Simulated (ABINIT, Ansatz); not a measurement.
# KCl (Sylvite): one start, several treatments of the self-energy

Aim: compare treatments of exchange, screening and correlation for the gap of KCl (Sylvite).

Main program and level: ABINIT 10.8.3; PBE and many-body steps on it, plane waves.

## 1. The starting structure

The structure is cubic, space group Fm-3m (No. 225). The conventional cell has a = 6.293 Å, b = 6.293 Å, c = 6.293 Å, α = 90.00°, β = 90.00°, γ = 90.00°. Nearest to K lie 6 Cl at 3.15 Å. Cl has 6 K at 3.15 Å nearest. Farther neighbours and most contacts between anions are not listed.

Structure file:

```cif
data_structure
_symmetry_space_group_name_H-M 'P 1'
_symmetry_Int_Tables_number 1
_cell_length_a 4.4498
_cell_length_b 4.4498
_cell_length_c 4.4498
_cell_angle_alpha 60.000
_cell_angle_beta 60.000
_cell_angle_gamma 60.000
_cell_volume 62.30
loop_
_atom_site_label
_atom_site_type_symbol
_atom_site_fract_x
_atom_site_fract_y
_atom_site_fract_z
_atom_site_occupancy
K1 K 0.00000 0.00000 0.00000 1
Cl2 Cl 0.50000 0.50000 0.50000 1
```

The cell and positions come from the Crystallography Open Database and are kept as given unless a step says otherwise.

## 2. Empty states on the mesh, 4×4×4 mesh, 201 bands

This step: ABINIT 10.8.3; DFT, PBE, plane waves, norm-conserving pseudopotentials.

The sums over transitions need many empty states on a uniform mesh; this step solves for them.

Input file run.abi:

```
acell 3*1.0 Angstrom
rprim 
  -0.000000000000 3.146470000000 3.146470000000
  3.146470000000 0.000000000000 3.146470000000
  3.146470000000 3.146470000000 -0.000000000000
ntypat 2
znucl 19 17
natom 2
typat 1 2
xred 
  0.000000000000 0.000000000000 0.000000000000
  0.500000000000 0.500000000000 0.500000000000
pp_dirpath "pseudos"
pseudos "K.upf, Cl.upf"
ecut 33
ngkpt 4 4 4
nshiftk 1
shiftk 0 0 0
kptopt 1
chksymbreak 0
irdden 1
istwfk *1
nband 201
prtvol 0
optdriver 6
gwr_task "HDIAGO"
paral_kgb 0
occopt 1
indata_prefix "in"
outdata_prefix "out"
tmpdata_prefix "tmp"
```

Run with:

```
$ OMP_NUM_THREADS=1 mpirun -n 4 abinit run.abi > log
```

The log of the run:

```text
.Version 10.8.3 of ABINIT. v10.8.2 released Aug 2026.

 Symmetries : space group Fm -3 m (#225); Bravais cF (face-center cubic)
[... echo of the input left out ...]
== DATASET  1 ==================================================================
-   mpi_nproc: 4, omp_nthreads: 1 (-1 if OMP is not activated)

--- !DatasetInfo
iteration_state: {dtset: 1, }
dimensions: {natom: 2, nkpt: 8, mband: 201, nsppol: 1, nspinor: 1, nspden: 1, mpw: 3839, }
cutoff_energies: {ecut:  33.0, pawecutdg:  -1.0, }
[...]
Direct band gap semiconductor
 Fundamental gap:     5.190 (eV)
   VBM:    -0.231 (eV) at k: [ 0.0000E+00,  0.0000E+00,  0.0000E+00]
   CBM:     4.958 (eV) at k: [ 0.0000E+00,  0.0000E+00,  0.0000E+00]
 Direct gap:         5.190 (eV) at k: [ 0.0000E+00,  0.0000E+00,  0.0000E+00]

== END DATASET(S) ==============================================================
================================================================================

 -outvars: echo values of variables after computation  --------
           etotal      0.0000000000E+00
            nband         201
             nkpt           8
          spgroup         225
 [... the other variables as echoed above ...]

 Calculation completed.
```

Elapsed: 1.8 min, on 4 MPI ranks of Intel Xeon Platinum 8259CL at 2.50GHz (Skylake/Cascade Lake), shared host; peak memory 3.4 GiB.

Numbers from this step:

```yaml
gap: 5.190 eV
k_of_the_valence_top: 0, 0, 0
k_of_the_conduction_bottom: 0, 0, 0
least_direct_gap: 5.190 eV
k_points_computed: 8
lowest_point_of_the_top_converged_band_above_the_valence_top: 112.3479 eV
```

On this mesh the gap is 5.190 eV.

The density comes from a self-consistent run that is not shown.

## 3. Screening, 4×4×4 mesh, 83 bands, screening to 141.5 eV

The RPA dielectric matrix is built and inverted for each q.

This step: RPA screening on PBE, plane waves, norm-conserving pseudopotentials.

Changes to run.abi since step 2:

```diff
@@ -20,10 +20,11 @@
 chksymbreak 0
-irdden 1
 istwfk *1
-nband 201
-prtvol 0
-optdriver 6
-gwr_task "HDIAGO"
-paral_kgb 0
 occopt 1
+irdwfk 1
+optdriver 3
+nband 83
+ecuteps 5.2
+inclvkb 2
+awtr 1
+symchi 1
 indata_prefix "in"
```

The log of the run:

```text
.Version 10.8.3 of ABINIT. v10.8.2 released Aug 2026.

 Symmetries : space group Fm -3 m (#225); Bravais cF (face-center cubic)
[... echo of the input left out ...]
== DATASET  1 ==================================================================
-   mpi_nproc: 4, omp_nthreads: 1 (-1 if OMP is not activated)

--- !DatasetInfo
iteration_state: {dtset: 1, }
dimensions: {natom: 2, nkpt: 8, mband: 83, nsppol: 1, nspinor: 1, nspden: 1, mpw: 3839, }
cutoff_energies: {ecut:  33.0, pawecutdg:  -1.0, }
electrons: {nelect:   1.60000000E+01, charge:   0.00000000E+00, occopt:   1.00000000E+00, tsmear:   1.00000000E-02, }

 SCREENING: Calculation of the susceptibility and dielectric matrices

 Based on a program developped by R.W. Godby, V. Olevano, G. Onida, and L. Reining.
 Incorporated in ABINIT by V. Olevano, G.-M. Rignanese, and M. Torrent.
.Using double precision arithmetic ; gwpc =  8

[... cell and pseudopotentials left out ...]
--------------------------------------------------------------------------------

 ==== K-mesh for the wavefunctions ====
 Number of points in the irreducible wedge :     8
[... list of points left out ...]
 Together with 48 symmetry operations and time-reversal symmetry
 yields    64 points in the full Brillouin Zone.

 ==== Q-mesh for the screening function ====
 Number of points in the irreducible wedge :     8
[... list of points left out ...]
 Together with 48 symmetry operations and time-reversal symmetry
 yields    64 points in the full Brillouin Zone.

 setmesh: FFT mesh size selected  =    32x   32x   32
          total number of points  =        32768

 vcoul_init : cutoff-mode = AUXILIARY_FUNCTION
 q-points for optical limit:   1
     1)      0.000010    0.000020    0.000030

- screening: taking advantage of time-reversal symmetry
- Maximum band index for partially occupied states nbvw = 8
- Remaining bands to be divided among processors   nbcw = 75
- Number of bands treated by each node ~18

 Number of electrons calculated from density =   16.0000; Expected =   16.0000
 average of density, n =  0.038056
 r_s =    1.8443
 omega_plasma =   18.8177 [eV]

 calculating chi0 at frequencies [eV] :
  1    0.000000E+00    0.000000E+00
  2    0.000000E+00    1.881772E+01

--------------------------------------------------------------------------------
  q-point number  1        q = ( 0.000000, 0.000000, 0.000000) [r.l.u.]
--------------------------------------------------------------------------------
[... chi0 elements left out ...]
 For q-point:  0.000010 0.000020 0.000030
  dielectric constant =   2.1768
  dielectric constant without local fields =   2.5833

  Average fulfillment of the sum rule on Im[epsilon] for q-point    1 :     65.00  [%]
[... wings left out ...]
  q-point number  2        q = ( 0.250000, 0.000000, 0.000000) [r.l.u.]
--------------------------------------------------------------------------------
[... chi0 elements left out ...]
  Average fulfillment of the sum rule on Im[epsilon] for q-point    2 :     74.68  [%]

 [... 6 further q-points ...]
```

Wall time 31 s (4 MPI ranks); peak memory 0.89 GiB; 2.1 min of CPU time.

This step gave:

```yaml
eps_infinity_with_local_fields_on_this_mesh_along_the_program_s_q_direction: 2.177
the_same_without_local_fields: 2.583
plasma_frequency: 18.82 eV
plane_waves_in_the_screening_matrix: 259
```

Local fields lower ε∞ by 16 %.

## 4. G0W0, Godby-Needs plasmon pole

The self-energy is evaluated for the states that the input lists, and the levels follow from it, in one-shot runs by the linearised quasiparticle equation.

This step: G0W0 on PBE, plane waves, norm-conserving pseudopotentials.

Changes to run.abi since step 3:

```diff
@@ -23,8 +23,15 @@
 irdwfk 1
-optdriver 3
+optdriver 4
 nband 83
+gwcalctyp 0
+ecutsigx 33
+symsigma 1
+nkptgw 1
+kptgw 
+  0.0000000000 0.0000000000 0.0000000000
+bdgw 
+  6 12
 ecuteps 5.2
-inclvkb 2
-awtr 1
-symchi 1
+irdscr 1
+ppmodel 1
 indata_prefix "in"
```

The log of the run:

```text
.Version 10.8.3 of ABINIT. v10.8.2 released Aug 2026.

 Symmetries : space group Fm -3 m (#225); Bravais cF (face-center cubic)
[... echo of the input left out ...]
== DATASET  1 ==================================================================
-   mpi_nproc: 4, omp_nthreads: 1 (-1 if OMP is not activated)

--- !DatasetInfo
iteration_state: {dtset: 1, }
dimensions: {natom: 2, nkpt: 8, mband: 83, nsppol: 1, nspinor: 1, nspden: 1, mpw: 3839, }
cutoff_energies: {ecut:  33.0, pawecutdg:  -1.0, }
electrons: {nelect:   1.60000000E+01, charge:   0.00000000E+00, occopt:   1.00000000E+00, tsmear:   1.00000000E-02, }

 SIGMA: Calculation of the GW corrections

 Based on a program developped by R.W. Godby, V. Olevano, G. Onida, and L. Reining.
 Incorporated in ABINIT by V. Olevano, G.-M. Rignanese, and M. Torrent.
.Using double precision arithmetic ; gwpc =  8

[... cell and pseudopotentials left out ...]
--------------------------------------------------------------------------------

 ==== K-mesh for the wavefunctions ====
 Number of points in the irreducible wedge :     8
[... list of points left out ...]
 Together with 48 symmetry operations and time-reversal symmetry
 yields    64 points in the full Brillouin Zone.

 ==== Q-mesh for screening function ====
 Number of points in the irreducible wedge :     8
[... list of points left out ...]
 Together with 48 symmetry operations and time-reversal symmetry
 yields    64 points in the full Brillouin Zone.

 vcoul_init : cutoff-mode = AUXILIARY_FUNCTION
 q-points for optical limit:   1
     1)      0.000010    0.000020    0.000030
 setmesh: FFT mesh size selected  =    45x   45x   45
          total number of points  =        91125

 Number of electrons calculated from density =   16.0000; Expected =   16.0000
 average of density, n =  0.038056
 r_s =    1.8443
 omega_plasma =   18.8177 [eV]

 === KS Band Gaps ===
  >>>> For spin  1
   Minimum direct gap =   5.1895 [eV], located at k-point      :   0.0000  0.0000  0.0000
   Fundamental gap    =   5.1895 [eV], Top of valence bands at :   0.0000  0.0000  0.0000
                                       Bottom of conduction at :   0.0000  0.0000  0.0000
 SIGMA fundamental parameters:
 PLASMON POLE MODEL  1
 number of plane-waves for SigmaX                 3839
 number of plane-waves for SigmaC and W            259
 number of plane-waves for wavefunctions          3839
 number of bands                                    83
 number of independent spin polarizations            1
 number of spinorial components                      1
 number of k-points in IBZ                           8
 number of q-points in IBZ                           8
 number of symmetry operations                      48
 number of k-points in BZ                           64
 number of q-points in BZ                           64
 number of frequencies for dSigma/dE                 9
 frequency step for dSigma/dE [eV]                0.25
 number of omega for Sigma on real axis              0
 max omega for Sigma on real axis  [eV]           0.00
 zcut for avoiding poles [eV]                     0.10

 EPSILON^-1 parameters (SCR file):
 dimension of the eps^-1 matrix on file            259
 dimension of the eps^-1 matrix used               259
 number of plane-waves for wavefunctions          3839
 number of bands                                    83
 number of q-points in IBZ                           8
 number of frequencies                               2
 number of real frequencies                          1
 number of imag frequencies                          1

 matrix elements of self-energy operator (all in [eV])

 Perturbative Calculation

--- !SelfEnergy_ee
iteration_state: {dtset: 1, }
kpoint     : [   0.000,    0.000,    0.000, ]
spin       : 1
KS_gap     :    5.190
QP_gap     :    7.964
Delta_QP_KS:    2.775
data: !SigmaeeData |
     Band     E0 <VxcDFT>   SigX SigC(E0)      Z dSigC/dE  Sig(E)    E-E0       E
        6  -0.231 -14.148 -18.664   2.083   0.811  -0.233 -16.122  -1.974  -2.206
        7  -0.231 -14.148 -18.664   2.083   0.811  -0.233 -16.122  -1.974  -2.206
        8  -0.231 -14.148 -18.664   2.083   0.811  -0.233 -16.122  -1.974  -2.206
        9   4.958  -6.955  -3.245  -2.793   0.874  -0.144  -6.154   0.801   5.759
       10   8.135  -8.956  -4.051  -2.823   0.870  -0.149  -7.144   1.812   9.947
       11   8.135  -8.956  -4.051  -2.823   0.870  -0.149  -7.144   1.812   9.947
       12   8.135  -8.956  -4.051  -2.823   0.870  -0.149  -7.144   1.812   9.947

== END DATASET(S) ==============================================================
================================================================================

 -outvars: echo values of variables after computation  --------
           etotal      0.0000000000E+00
            nband          83
             nkpt           8
          spgroup         225
 [... the other variables as echoed above ...]

 Calculation completed.
```

Elapsed: 9.3 s, on 4 MPI ranks; peak memory 0.94 GiB; 36 s of CPU time.

This step gave:

```
G0W0 gap on the points computed              : 7.965 eV
starting gap on the mesh                     : 5.190 eV
k of the valence top                         : 0, 0, 0
k of the conduction bottom                   : 0, 0, 0
Z at the valence top                         : 0.811
Z at the conduction bottom                   : 0.874
least direct G0W0 gap on the computed points : 7.965 eV
```

The gap on the mesh goes from 5.19 eV to 7.96 eV, a correction of +2.78 eV.

## 5. G0W0, Hybertsen-Louie plasmon pole

Changes to run.abi since step 4:

```diff
@@ -35,3 +35,3 @@
 irdscr 1
-ppmodel 1
+ppmodel 2
 indata_prefix "in"
```

The log of the run:

```text
.Version 10.8.3 of ABINIT. v10.8.2 released Aug 2026.

 Symmetries : space group Fm -3 m (#225); Bravais cF (face-center cubic)
[... echo of the input left out ...]
== DATASET  1 ==================================================================
-   mpi_nproc: 4, omp_nthreads: 1 (-1 if OMP is not activated)

--- !DatasetInfo
iteration_state: {dtset: 1, }
dimensions: {natom: 2, nkpt: 8, mband: 83, nsppol: 1, nspinor: 1, nspden: 1, mpw: 3839, }
cutoff_energies: {ecut:  33.0, pawecutdg:  -1.0, }
electrons: {nelect:   1.60000000E+01, charge:   0.00000000E+00, occopt:   1.00000000E+00, tsmear:   1.00000000E-02, }

 SIGMA: Calculation of the GW corrections

 Based on a program developped by R.W. Godby, V. Olevano, G. Onida, and L. Reining.
 Incorporated in ABINIT by V. Olevano, G.-M. Rignanese, and M. Torrent.
.Using double precision arithmetic ; gwpc =  8

[... cell and pseudopotentials left out ...]
--------------------------------------------------------------------------------

 ==== K-mesh for the wavefunctions ====
 Number of points in the irreducible wedge :     8
[... list of points left out ...]
 Together with 48 symmetry operations and time-reversal symmetry
 yields    64 points in the full Brillouin Zone.

 ==== Q-mesh for screening function ====
 Number of points in the irreducible wedge :     8
[... list of points left out ...]
 Together with 48 symmetry operations and time-reversal symmetry
 yields    64 points in the full Brillouin Zone.

 vcoul_init : cutoff-mode = AUXILIARY_FUNCTION
 q-points for optical limit:   1
     1)      0.000010    0.000020    0.000030
 setmesh: FFT mesh size selected  =    45x   45x   45
          total number of points  =        91125

 Number of electrons calculated from density =   16.0000; Expected =   16.0000
[...]
number of q-points in BZ                           64
 number of frequencies for dSigma/dE                 9
 frequency step for dSigma/dE [eV]                0.25
 number of omega for Sigma on real axis              0
 max omega for Sigma on real axis  [eV]           0.00
 zcut for avoiding poles [eV]                     0.10

 EPSILON^-1 parameters (SCR file):
 dimension of the eps^-1 matrix on file            259
 dimension of the eps^-1 matrix used               259
 number of plane-waves for wavefunctions          3839
 number of bands                                    83
 number of q-points in IBZ                           8
 number of frequencies                               2
 number of real frequencies                          1
 number of imag frequencies                          1

 matrix elements of self-energy operator (all in [eV])

 Perturbative Calculation

--- !SelfEnergy_ee
iteration_state: {dtset: 1, }
kpoint     : [   0.000,    0.000,    0.000, ]
spin       : 1
KS_gap     :    5.190
QP_gap     :    8.229
Delta_QP_KS:    3.040
data: !SigmaeeData |
     Band     E0 <VxcDFT>   SigX SigC(E0)      Z dSigC/dE  Sig(E)    E-E0       E
        6  -0.231 -14.148 -18.664   1.747   0.865  -0.156 -16.544  -2.396  -2.627
        7  -0.231 -14.148 -18.664   1.747   0.865  -0.156 -16.544  -2.396  -2.627
        8  -0.231 -14.148 -18.664   1.747   0.865  -0.156 -16.544  -2.396  -2.627
        9   4.958  -6.955  -3.245  -2.993   0.899  -0.112  -6.311   0.644   5.602
       10   8.135  -8.956  -4.051  -3.063   0.894  -0.118  -7.309   1.648   9.783
       11   8.135  -8.956  -4.051  -3.063   0.894  -0.118  -7.309   1.648   9.783
       12   8.135  -8.956  -4.051  -3.063   0.894  -0.118  -7.309   1.648   9.783

== END DATASET(S) ==============================================================
================================================================================

 -outvars: echo values of variables after computation  --------
           etotal      0.0000000000E+00
            nband          83
             nkpt           8
          spgroup         225
 [... the other variables as echoed above ...]

 Calculation completed.
```

It took 9.1 s on 4 MPI ranks; peak memory 0.73 GiB; 35 s of CPU time.

Numbers from this step:

```yaml
g0w0_gap_on_the_points_computed: 8.229 eV
starting_gap_on_the_mesh: 5.190 eV
k_of_the_valence_top: 0, 0, 0
k_of_the_conduction_bottom: 0, 0, 0
z_at_the_valence_top: 0.865
z_at_the_conduction_bottom: 0.899
least_direct_g0w0_gap_on_the_computed_points: 8.229 eV
```

Against G0W0 in ABINIT (4×4×4 mesh, 83 bands, screening to 141.5 eV, Godby-Needs plasmon pole), the gap moves by +0.264 eV.

## 6. G0W0, Engel-Farid plasmon pole

Changes to run.abi since step 5:

```diff
@@ -35,3 +35,3 @@
 irdscr 1
-ppmodel 2
+ppmodel 4
 indata_prefix "in"
```

The log of the run:

```text
.Version 10.8.3 of ABINIT. v10.8.2 released Aug 2026.

 Symmetries : space group Fm -3 m (#225); Bravais cF (face-center cubic)
[... echo of the input left out ...]
== DATASET  1 ==================================================================
-   mpi_nproc: 4, omp_nthreads: 1 (-1 if OMP is not activated)

--- !DatasetInfo
iteration_state: {dtset: 1, }
dimensions: {natom: 2, nkpt: 8, mband: 83, nsppol: 1, nspinor: 1, nspden: 1, mpw: 3839, }
cutoff_energies: {ecut:  33.0, pawecutdg:  -1.0, }
[...]
10   8.135  -8.956  -4.051  -2.873   0.879  -0.138  -7.171   1.785   9.921
       11   8.135  -8.956  -4.051  -2.873   0.879  -0.138  -7.171   1.785   9.921
       12   8.135  -8.956  -4.051  -2.873   0.879  -0.138  -7.171   1.785   9.921

== END DATASET(S) ==============================================================
================================================================================

 -outvars: echo values of variables after computation  --------
           etotal      0.0000000000E+00
            nband          83
             nkpt           8
          spgroup         225
 [... the other variables as echoed above ...]

 Calculation completed.
```

The job ended after 6.8 s (4 MPI ranks; peak memory 0.79 GiB).

Numbers from this step:

| Item | Value |
| --- | --- |
| G0W0 gap on the points computed | 8.064 eV |
| starting gap on the mesh | 5.190 eV |
| k of the valence top | 0, 0, 0 |
| k of the conduction bottom | 0, 0, 0 |
| least direct G0W0 gap on the computed points | 8.064 eV |

Against G0W0 in ABINIT (4×4×4 mesh, 83 bands, screening to 141.5 eV, Godby-Needs plasmon pole), the gap moves by +0.099 eV.

(Part 1 of 2 ends here.)

[Paths, hosts, dates, memory and timing lines, banners, echoed tables and standing remarks are left out of the program output.]

[Logs are printed without paths, hosts, clocks, repeated set-up lines and the standing remarks that a program may print on its own settings, such as how far it seeks lower states.]

[Runs of the session that timed out or met a known fault of the program may be left out.]

[No measured gap is set beside runs whose start may be inverted or whose files or cutoffs have a known fault.]

[Hosts, paths, dates, database ids (printed as entryN), source tags and the programs' standing remarks are cut or masked in the printed files.]

[G0W0 gaps are taken among the corrected bands and points alone; a level outside them can change the order at an edge.]

[Where Ansatz stands beside ABINIT at settings called matched, ABINIT's density can come from a denser mesh and the files from another edition; pairs whose starting gaps differed by over 0.03 eV were left out, so agreement reads better than it is.]
